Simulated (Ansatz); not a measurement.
# Lattice dynamics of (AlAs)3(ZnSe)1 [001] superlattice, started as zinc blende

Task: relax (AlAs)3(ZnSe)1 [001] superlattice, started as zinc blende, then find its harmonic phonons.

Main program and level: Ansatz 0.2.0; DFT PBE, scalar-relativistic, plane waves, PAW.

This is a report of a sequence of runs, with most program output left out.

The structure was built from a prototype and need not be the compound's stable phase.

## Step 1: The structure

It takes space group Pmm2 (No. 25, orthorhombic). The conventional cell has a = 4.004 Å, b = 4.004 Å, c = 11.325 Å, α = 90.00°, β = 90.00°, γ = 90.00°. Al has 2 As at 2.45 Å and 2 Se at 2.45 Å nearest. Nearest to Al lie 4 As at 2.45 Å. Al has 4 As at 2.45 Å nearest. Nearest to As lie 4 Al at 2.45 Å. As has 2 Zn at 2.45 Å and 2 Al at 2.45 Å nearest. Farther neighbours and most contacts between anions are not listed.

## Step 2: Rough relaxation

A rough relaxation comes first, because large forces or stress need no tight tolerances yet.

The input, input.yaml:

```yaml
crystal:
  lattice:
    - [2.83125, 2.83125, 0.0]
    - [-2.83125, 2.83125, 0.0]
    - [0.0, 0.0, 11.325]
  atoms:
    - { symbol: Al, position: [0.0, 0.0, 0.0] }
    - { symbol: Al, position: [0.5, 0.5, 0.25] }
    - { symbol: Al, position: [0.0, 0.0, 0.5] }
    - { symbol: As, position: [0.5, 0.0, 0.125] }
    - { symbol: As, position: [1.0, 0.5, 0.375] }
    - { symbol: As, position: [0.5, 0.0, 0.625] }
    - { symbol: Se, position: [1.0, 0.5, 0.875] }
    - { symbol: Zn, position: [0.5, 0.5, 0.75] }
kpoints:
  mp_grid: { grid: [6, 6, 2] }
hamiltonian:
  xc: pbe
scf:
  occupations: { method: gaussian, width: 0.1 }
output:
  forces: true
  stress: true
  eigenvalues: true
relax:
  adjacent_minimum: "off"
  f_tol: 0.05
  max_steps: 80
  cell: { stress_tol: 0.5 }
```

On the command line:

```console
> ansatz run input.yaml --threads 4 --pin off --max-ram 14336MiB --backend cpu --events-out ev --progress --plain --runs-dir out
```

The job ended after 26 s (4 threads of Intel Xeon Platinum 8375C at 2.90GHz (Ice Lake), shared host; peak memory 0.73 GiB; 1.7 min of CPU time).

The steps of the relaxation:

```
step  energy less that of the first step (eV)  largest force component (eV/Å)  pressure (GPa)  volume (Å³)
   1                                   0.0000                          1.2486            2.43       181.56
   2                                  -0.1564                          0.3763            0.39       187.25
   3                                  -0.1746                          0.1066           -0.02       188.78
   4                                  -0.1761                          0.0202            0.00       188.85
  5*                                  -0.1778                          0.0202            0.01       188.85
```

Relaxation steps marked * repeat the geometry before them on a plane-wave basis chosen anew for their cell, so energy and pressure can jump there.

Forces are held to the 4 operations that the run works with; a distortion that breaks them can't arise in this run.

| conventional cell, symmetrised | before | after | change |
| --- | --- | --- | --- |
| a (Å) | 4.004 | 4.056 | +1.3 % |
| b (Å) | 4.004 | 4.069 | +1.6 % |
| c (Å) | 11.325 | 11.444 | +1.1 % |
| volume (Å³/atom) | 22.70 | 23.61 | +4.0 % |

The atoms that moved most (Å, as changes of fractional coordinates times the final cell):

```csv
atom,dx,dy,dz,length
Zn8,0.000,0.000,-0.162,0.162
Al1,0.000,0.000,0.052,0.052
Se7,0.000,0.000,0.044,0.044
Al2,0.000,0.000,0.035,0.035
Al3,0.000,0.000,0.028,0.028
As4,0.000,0.000,0.008,0.008
As6,0.000,0.000,-0.008,0.008
```

This step gave:

```
pressure           : 0.006960 GPa
gap on the k-mesh  : 0.9587 eV
volume per atom    : 23.61 Å³
direct gap on mesh : 0.9587 eV
```

In this step the volume went from 22.70 to 23.61 Å³/atom.

## Step 3: Relaxation

Harmonic phonons are second derivatives at a point where the forces vanish, and they are wanted at zero stress, so atoms and cell are relaxed first.

The input, input.yaml:

```yaml
crystal:
  lattice:
    - [2.8677340977, 2.8677340977, 0.0]
    - [-2.8771392091, 2.8771392091, 0.0]
    - [0.0, 0.0, 11.4443530695]
  atoms:
    - { symbol: Al, position: [0.0, 0.0, 0.0045027523] }
    - { symbol: Al, position: [0.5, 0.5, 0.2530466796] }
    - { symbol: Al, position: [0.0, 0.0, 0.5024608422] }
    - { symbol: As, position: [0.5, 0.0, 0.1257033398] }
    - { symbol: As, position: [1.0, 0.5, 0.3752501561] }
    - { symbol: As, position: [0.5, 0.0, 0.6243312249] }
    - { symbol: Se, position: [1.0, 0.5, 0.8788305936] }
    - { symbol: Zn, position: [0.5, 0.5, 0.7358744115] }
kpoints:
  mp_grid: { grid: [6, 6, 2] }
hamiltonian:
  xc: pbe
scf:
  occupations: { method: gaussian, width: 0.02 }
output:
  forces: true
  stress: true
  eigenvalues: true
relax:
  adjacent_minimum: "off"
  f_tol: 0.005
  max_steps: 80
  cell: { stress_tol: 0.05 }
```

The job ended after 19 s (4 threads; peak memory 0.75 GiB; 72 s of CPU time).

Little changed from the start: no atom moved by 0.005 Å and no cell edge by 0.1 %.

Numbers from this step:

```yaml
pressure: -0.002937 GPa
gap_on_the_k_mesh: 0.9567 eV
direct_gap_on_mesh: 0.9567 eV
```

In this step the volume went from 23.61 to 23.61 Å³/atom.

## Step 4: Tight relaxation

Phonons need a cell at rest on their own settings, so the relaxation is repeated with tight tolerances on forces and stress, using the mesh and the filling of the phonon run that follows.

The input, input.yaml:

```yaml
crystal:
  lattice:
    - [2.8688116504, 2.8688116504, 0.0]
    - [-2.8773152868, 2.8773152868, 0.0]
    - [0.0, 0.0, 11.441629886]
  atoms:
    - { symbol: Al, position: [0.0, 0.0, 0.0044661593] }
    - { symbol: Al, position: [0.5, 0.5, 0.2529632644] }
    - { symbol: Al, position: [0.0, 0.0, 0.5023330562] }
    - { symbol: As, position: [0.5, 0.0, 0.1258098285] }
    - { symbol: As, position: [1.0, 0.5, 0.3753085351] }
    - { symbol: As, position: [0.5, 0.0, 0.6242862667] }
    - { symbol: Se, position: [1.0, 0.5, 0.8789921918] }
    - { symbol: Zn, position: [0.5, 0.5, 0.735840698] }
kpoints:
  mp_grid: { grid: [8, 8, 2] }
hamiltonian:
  xc: pbe
scf:
  occupations: { method: fixed }
output:
  forces: true
  stress: true
  eigenvalues: true
relax:
  adjacent_minimum: "off"
  f_tol: 0.001
  max_steps: 60
  cell: { stress_tol: 0.01 }
```

Run time: 31 s. Hardware: 4 threads; peak memory 0.84 GiB; 2 min of CPU time.

Step by step:

| step | energy less that of the first step (eV) | largest force component (eV/Å) | pressure (GPa) | volume (Å³) |
| --- | --- | --- | --- | --- |
| 1 | 0.0000 | 0.0060 | 0.00 | 188.89 |
| 2 | -0.0001 | 0.0023 | 0.00 | 188.89 |
| 3 | -0.0001 | 0.0007 | 0.00 | 188.89 |
| 4* | -0.0001 | 0.0007 | 0.00 | 188.89 |

Relaxation steps marked * repeat the geometry before them on a plane-wave basis chosen anew for their cell, so energy and pressure can jump there.

Forces are held to the 4 operations that the run works with; a distortion that breaks them can't arise in this run.

```
conventional cell, symmetrised  before   after  change
                         a (Å)   4.057   4.055  -0.1 %
                         b (Å)   4.069   4.067  -0.1 %
                         c (Å)  11.442  11.454  +0.1 %
              volume (Å³/atom)   23.61   23.61  -0.0 %
```

This step gave:

```
pressure           : 8.01e-5 GPa
gap on the k-mesh  : 0.9563 eV
direct gap on mesh : 0.9563 eV
```

The largest force component left is 0.73 meV/Å and the pressure is 0.000 GPa, within the tolerances set. The cell now holds 23.61 Å³/atom.

## Step 5: Zone-centre response

The zone centre is the only wavevector solved here; it holds the modes that light can see, as far as symmetry allows. The response to a homogeneous field gives the Born charges and the dielectric tensor, and its change with displacement the Raman tensors.

The input, input.yaml:

```yaml
crystal:
  lattice:
    - [2.8671936954, 2.8671936954, 0.0]
    - [-2.8757821044, 2.8757821044, 0.0]
    - [0.0, 0.0, 11.4540236965]
  atoms:
    - { symbol: Al, position: [0.0, 0.0, 0.0044375521] }
    - { symbol: Al, position: [0.5, 0.5, 0.2529420675] }
    - { symbol: Al, position: [0.0, 0.0, 0.5023357058] }
    - { symbol: As, position: [0.5, 0.0, 0.1257957686] }
    - { symbol: As, position: [1.0, 0.5, 0.3753019731] }
    - { symbol: As, position: [0.5, 0.0, 0.6243326505] }
    - { symbol: Se, position: [1.0, 0.5, 0.8789769161] }
    - { symbol: Zn, position: [0.5, 0.5, 0.7358773663] }
kpoints:
  mp_grid: { grid: [8, 8, 2] }
hamiltonian:
  xc: pbe
scf:
  occupations: { method: fixed }
output:
  eigenvalues: true
phonons:
  method: dfpt
  dielectric: true
  rigid_motions: translations
  raman: true
```

It took 23 min on 4 threads; peak memory 4.6 GiB.

Numbers from this step:

```yaml
sum_rule_residual_before_enforcement: 7.34e-5 eV/Å²
miss_of_the_charge_sum_rule: 0.05192 e
estimated_error_of_the_dielectric_tensor: 0.1593
estimated_error_of_the_born_charges: 0.1341 e
point_group: mm2
highest_optical_mode_at_the_zone_centre_no_lo_to_term: 377.8 cm⁻¹
lowest_optical_zone_centre_mode: 61.71 cm⁻¹
mean_high_frequency_dielectric_constant: 9.259
largest_born_charge_third_of_the_trace: 2.426 e
mean_static_dielectric_constant: 11.91
top_of_the_zone_centre_spectrum_with_the_field: 379.6 cm⁻¹
```

Without the LO-TO term. Patterns of degenerate modes are one choice out of their space. The modes at Γ (shares of kinetic energy by element, %):

```csv
mode,frequency (cm⁻¹),symmetry,Al %,As %,Se %,Zn %
1,0.0,acoustic,18,50,18,15
2,0.0,acoustic,18,50,18,15
3,0.0,acoustic,18,50,18,15
4,61.7,B1,9,23,16,53
5,64.8,B2,11,47,10,32
6,77.8,B1,27,70,3,0
7,80.3,B2,25,47,25,3
8,92.9,B1,27,71,0,2
9,94.1,B2,28,50,21,1
10,121.8,A1,11,57,9,23
11,133.0,A1,11,39,38,11
12,141.5,B1,1,5,63,31
13,191.0,A1,2,50,30,18
14,210.6,A1,2,65,0,33
15,265.4,B2,4,50,1,46
16,272.9,B2,71,2,25,2
17,303.4,B2,72,28,0,0
18,320.2,B2,72,27,0,1
19,331.6,B1,73,27,0,0
20,338.0,B1,73,27,0,0
21,351.7,A1,78,20,1,1
22,353.4,B1,73,27,0,0
23,373.8,A1,92,8,0,0
24,377.8,A1,86,10,4,0
```

Displacements in mode 4 (61.7 cm⁻¹), the largest set to 1:
```
Al1 -0.39 -0.39  0.00
Al2 -0.43 -0.43  0.00
Al3 -0.24 -0.24  0.00
As4 -0.42 -0.42  0.00
As5 -0.41 -0.41  0.00
As6 -0.17 -0.17  0.00
Se7  0.50  0.50  0.00
Zn8  1.00  1.00  0.00
```

Displacements in mode 18 (320.2 cm⁻¹), the largest set to 1:
```
Al1  0.21 -0.21  0.00
Al2  1.00 -1.00  0.00
Al3  0.93 -0.93  0.00
As4 -0.34  0.34  0.00
As5 -0.36  0.36  0.00
As6 -0.10  0.10  0.00
Se7 -0.03  0.03  0.00
Zn8  0.08 -0.08  0.00
```

High-frequency dielectric tensor, which the program warns is not settled by the k meshes in reach. Tensor:

|  | x | y | z |
| --- | --- | --- | --- |
| x | 9.271 | -0.166 | 0 |
| y | -0.166 | 9.271 | 0 |
| z | 0 | 0 | 9.235 |

Static dielectric tensor, which the program warns is not settled by the k meshes in reach. Tensor:

```
       x      y      z
x  11.89  -0.11      0
y  -0.11  11.89      0
z      0      0  11.93
```

Optical modes at the zone centre, without and with the macroscopic field of the longitudinal modes; each column is sorted by frequency, so a row need not hold one and the same mode. Modes with and without the field, by row:

| rank among optical modes | no field (cm⁻¹) | q along (1, 0, 0) (cm⁻¹) | q along (0, 0, 1) (cm⁻¹) |
| --- | --- | --- | --- |
| 1 | 61.7 | 61.9 | 61.7 |
| 2 | 64.8 | 64.8 | 64.8 |
| 3 | 77.8 | 77.8 | 77.8 |
| 4 | 80.3 | 80.3 | 80.3 |
| 5 | 92.9 | 93 | 92.9 |
| 6 | 94.1 | 94.2 | 94.1 |
| 7 | 121.8 | 121.8 | 123.3 |
| 8 | 133 | 133 | 133 |
| 9 | 141.5 | 144.2 | 141.5 |
| 10 | 191 | 191 | 194.3 |
| 11 | 210.6 | 210.6 | 216.5 |
| 12 | 265.4 | 265.6 | 265.4 |
| 13 | 272.9 | 277.4 | 272.9 |
| 14 | 303.4 | 303.4 | 303.4 |
| 15 | 320.2 | 328.5 | 320.2 |
| 16 | 331.6 | 332.2 | 331.6 |
| 17 | 338 | 338.1 | 338 |
| 18 | 351.7 | 351.7 | 353.4 |
| 19 | 353.4 | 373.8 | 373.7 |
| 20 | 373.8 | 374 | 376 |
| 21 | 377.8 | 377.8 | 379.6 |

Born charge (rows field, columns displacement) (e), principal values of the symmetric part by kind of site:

| atom | atoms with these values | low | middle | high | mean |
| --- | --- | --- | --- | --- | --- |
| Al1 | 1 | 2.35 | 2.39 | 2.54 | 2.43 |
| Al2 | 1 | 2.01 | 2.11 | 2.15 | 2.09 |
| Al3 | 1 | 1.95 | 2.14 | 2.19 | 2.09 |
| As4 | 1 | -2.21 | -2.06 | -2.04 | -2.10 |
| As5 | 1 | -2.19 | -2.08 | -1.96 | -2.08 |
| As6 | 1 | -2.17 | -2.04 | -1.98 | -2.06 |
| Se7 | 1 | -2.56 | -2.54 | -1.91 | -2.34 |
| Zn8 | 1 | 1.69 | 1.95 | 2.28 | 1.97 |

In full for Al3:

```
2.17 0.02 0.00
0.02 2.17 0.00
0.00 0.00 1.95
```

Transverse modes. Lines of the infrared spectrum (strongest = 100):

| position (cm⁻¹) | relative intensity |
| --- | --- |
| 62 | 0.3 |
| 65 | 0.0 |
| 78 | 0.0 |
| 80 | 0.0 |
| 93 | 0.1 |
| 94 | 0.1 |
| 122 | 2.3 |
| 133 | 0.0 |
| 142 | 10 |
| 191 | 10 |
| 211 | 13 |
| 265 | 2.6 |
| 273 | 36 |
| 303 | 0.1 |
| 320 | 83 |
| 332 | 2.0 |
| 338 | 0.9 |
| 352 | 86 |
| 353 | 100 |
| 374 | 0.1 |
| 378 | 0.5 |

Activity x (w_L - w)^4 (n + 1)/w, 532 nm, 300 K; the log calls the Raman tensors unconverged in the k mesh, so the heights are rough; the tensors are static ones, while 532 nm light lies above the computed direct gap, where resonance would change the heights; modes without the macroscopic field alone. Raman lines, with heights relative to the strongest:

| position (cm⁻¹) | relative intensity |
| --- | --- |
| 62 | 2.9 |
| 65 | 30 |
| 78 | 0.0 |
| 80 | 31 |
| 93 | 6.4 |
| 94 | 2.7 |
| 122 | 93 |
| 133 | 16 |
| 142 | 52 |
| 191 | 100 |
| 211 | 95 |
| 265 | 15 |
| 273 | 11 |
| 303 | 6.9 |
| 320 | 45 |
| 332 | 0.0 |
| 338 | 5.7 |
| 352 | 77 |
| 353 | 34 |
| 374 | 4.3 |
| 378 | 7.4 |

Before it was imposed, the acoustic sum rule was missed by 7.3e-5 eV/Å² and the charge sum rule by 0.052 e. The charge miss is large and points to the mesh or the basis. The lowest optical mode is real, 61.7 cm⁻¹.

The log warns of the k mesh: “the force constants stand on the 8×8×2 k-mesh, whose period is 8.46 times the interband length at k = (0.0000, 0.0000, 0.0000), direct gap 0.956 eV, under 14: take them and everything formed from them as unconverged”.

## Step 6: Another isotope, element Se, natural mass 78.971 amu

An isotope changes the mass and not the force constants, so no new electronic calculation is needed; the shifts show which modes move this element.

The same force constants with the mass of Se changed from 78.971 to 81.917 u (phonopy, no LO-TO term). Both lists are sorted by frequency; levels can cross, so a row need not hold one and the same mode. Modes under 3 cm⁻¹ are left out. Isotope shifts, by row:

```csv
q,rank,natural mass (cm⁻¹),changed mass (cm⁻¹)
0 0 0,4,61.71,61.54
0 0 0,5,64.78,64.66
0 0 0,6,77.85,77.8
0 0 0,7,80.34,79.96
0 0 0,8,92.93,92.93
0 0 0,9,94.14,93.79
0 0 0,10,121.8,121.6
0 0 0,11,133,132.1
0 0 0,12,141.5,139.9
0 0 0,13,191,190
0 0 0,14,210.6,210.6
0 0 0,15,265.4,265.4
0 0 0,16,272.9,271.7
0 0 0,17,303.4,303.4
0 0 0,18,320.2,320.2
0 0 0,19,331.6,331.6
0 0 0,20,338,338
0 0 0,21,351.7,351.6
0 0 0,22,353.4,353.4
0 0 0,23,373.8,373.8
0 0 0,24,377.8,377.5
```

A mode of this element alone would shift by -1.81 %. The highest zone-centre frequency without the field goes from 377.8 to 377.5 cm⁻¹ (-0.1 %). The product of the frequency ratios over all optical modes at Γ is 0.956; the product rule, (m/m′)^(3k/2) (M′/M)^(3/2) with k = 1 such atoms and M the mass of the cell, gives 0.956.

## Step 7: Another isotope, element Zn, natural mass 65.38 amu

The same for Zn, from 65.38 to 67.92 u.

The same force constants with the mass of Zn changed from 65.380 to 67.925 u (phonopy, no LO-TO term). Both lists are sorted by frequency; levels can cross, so a row need not hold one and the same mode. Modes under 3 cm⁻¹ are left out. Isotope shifts, by row:

| q | rank | natural mass (cm⁻¹) | changed mass (cm⁻¹) |
| --- | --- | --- | --- |
| 0 0 0 | 4 | 61.71 | 61.09 |
| 0 0 0 | 5 | 64.78 | 64.38 |
| 0 0 0 | 6 | 77.85 | 77.85 |
| 0 0 0 | 7 | 80.34 | 80.29 |
| 0 0 0 | 8 | 92.93 | 92.9 |
| 0 0 0 | 9 | 94.14 | 94.12 |
| 0 0 0 | 10 | 121.8 | 121.3 |
| 0 0 0 | 11 | 133 | 132.8 |
| 0 0 0 | 12 | 141.5 | 140.7 |
| 0 0 0 | 13 | 191 | 190.3 |
| 0 0 0 | 14 | 210.6 | 209.3 |
| 0 0 0 | 15 | 265.4 | 263.1 |
| 0 0 0 | 16 | 272.9 | 272.8 |
| 0 0 0 | 17 | 303.4 | 303.4 |
| 0 0 0 | 18 | 320.2 | 320.2 |
| 0 0 0 | 19 | 331.6 | 331.6 |
| 0 0 0 | 20 | 338 | 338 |
| 0 0 0 | 21 | 351.7 | 351.6 |
| 0 0 0 | 22 | 353.4 | 353.4 |
| 0 0 0 | 23 | 373.8 | 373.8 |
| 0 0 0 | 24 | 377.8 | 377.8 |

A mode of this element alone would shift by -1.89 %. The highest zone-centre frequency without the field goes from 377.8 to 377.8 cm⁻¹ (+0.0 %). The product of the frequency ratios over all optical modes at Γ is 0.952; the product rule, (m/m′)^(3k/2) (M′/M)^(3/2) with k = 1 such atoms and M the mass of the cell, gives 0.952.

## Step 8: Results

```json
{"space group after relaxation (within 0.01 Å)": "Pmm2", "volume per atom": "23.6 Å³", "gap on the k-mesh": "0.956 eV", "highest optical mode at the zone centre (no LO-TO term)": "378 cm⁻¹", "top of the zone-centre spectrum with the field": "380 cm⁻¹", "lowest optical zone-centre mode": "61.7 cm⁻¹", "mean high-frequency dielectric constant": "9.26", "mean static dielectric constant": "11.9", "largest Born charge (third of the trace)": "2.43 e", "imaginary modes at Γ (the only wavevector solved)": "none"}
```

In words: The structure is stable against zone-centre distortions, since no mode there is imaginary; other wavevectors were not solved, so zone-boundary instabilities are untested. Without the field, the optical modes at Γ span 62 to 378 cm⁻¹. No dispersion was computed. The highest mode in this list at Γ, 377.8 cm⁻¹, is mostly motion of Al (86 % of the kinetic energy). With the macroscopic field of the longitudinal modes the top of the zone-centre spectrum lies at 380 cm⁻¹, against 378 cm⁻¹ without it. Lattice motion raises the mean dielectric constant from 9.259 to 11.91. The strongest infrared line is at 353 cm⁻¹. Averaged over orientations, the strongest Raman line at 532 nm and 300 K is at 191 cm⁻¹, among the modes without the field; their longitudinal partners can be Raman active too. The tensors are the static, non-resonant ones, while 532 nm light (2.33 eV) lies above the computed gap. With the field response the log warns that the k mesh is coarse for the force constants too, so the frequencies may not be converged. In this run the field response is not settled by the k meshes in reach, so its dielectric tensor, Born charges and longitudinal modes are rough. The program warns that the Raman tensors are not converged in the k mesh, so the intensities are rough. The starting cell was built on a prototype and not taken from a measurement, so the phase need not exist. These are harmonic frequencies at zero temperature: anharmonic shifts, linewidths and thermal expansion are left out.

[Logs are printed without paths, hosts, clocks, repeated set-up lines and the standing remarks that a program may print on its own settings, such as how far it seeks lower states.]

[Hosts, paths, dates, database ids (printed as entryN), source tags and the programs' standing remarks are cut or masked in the printed files.]
